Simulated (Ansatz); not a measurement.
Rows from a G0W0 calculation on PtSe2/PtSe2 (1T bilayer) (Ansatz 0.2.0; G0W0 on PBE, plane waves, PAW; 6×6×1 mesh, 281 empty bands, screening to 41 eV), in eV. Spin-orbit coupling is left out.

```tsv
row	k	band	start	Σx	Σc at the solution	Vxc
A	(0.000, 0.167, 0.000)	v1	-5.234	-19.172	1.739	-17.556
B	(0.333, 0.333, 0.000)	v1	-6.617	-24.869	3.614	-21.263
C	(0.333, 0.333, 0.000)	c2	-3.918	-15.931	-2.731	-19.337
D	(0.000, 0.167, 0.000)	c1	-4.093	-16.184	-2.276	-19.089
E	(0.333, 0.333, 0.000)	c1	-4.279	-15.349	-2.572	-18.525
F	(0.000, 0.167, 0.000)	c2	-3.796	-16.231	-2.401	-19.288
```

Give the quasiparticle energies and the shift of each level.

The quasiparticle equation reads E = start + Σx + Σc(E) − Vxc.

```tsv
row	E (eV)	shift (eV)
A	-5.111	+0.123
B	-6.608	+0.009
C	-3.242	+0.676
D	-3.464	+0.629
E	-3.676	+0.604
F	-3.140	+0.656
```

The gap over the computed points goes from 0.95 eV to 1.44 eV.

Limits: not at the basis limit; coarse mesh for a sheet; no spin polarisation; d states lean on the start; no spin-orbit coupling.

[Paths, hosts, dates, memory and timing lines, banners, echoed tables and standing remarks are left out of the program output.]

[Logs are printed without paths, hosts, clocks, repeated set-up lines and the standing remarks that a program may print on its own settings, such as how far it seeks lower states.]

[Runs of the session that timed out or met a known fault of the program may be left out.]

[Cells called generated may have been cut or substituted from an entry of the Crystallography Open Database or the Materials Project.]

[Hosts, paths, dates, database ids (printed as entryN), source tags and the programs' standing remarks are cut or masked in the printed files.]
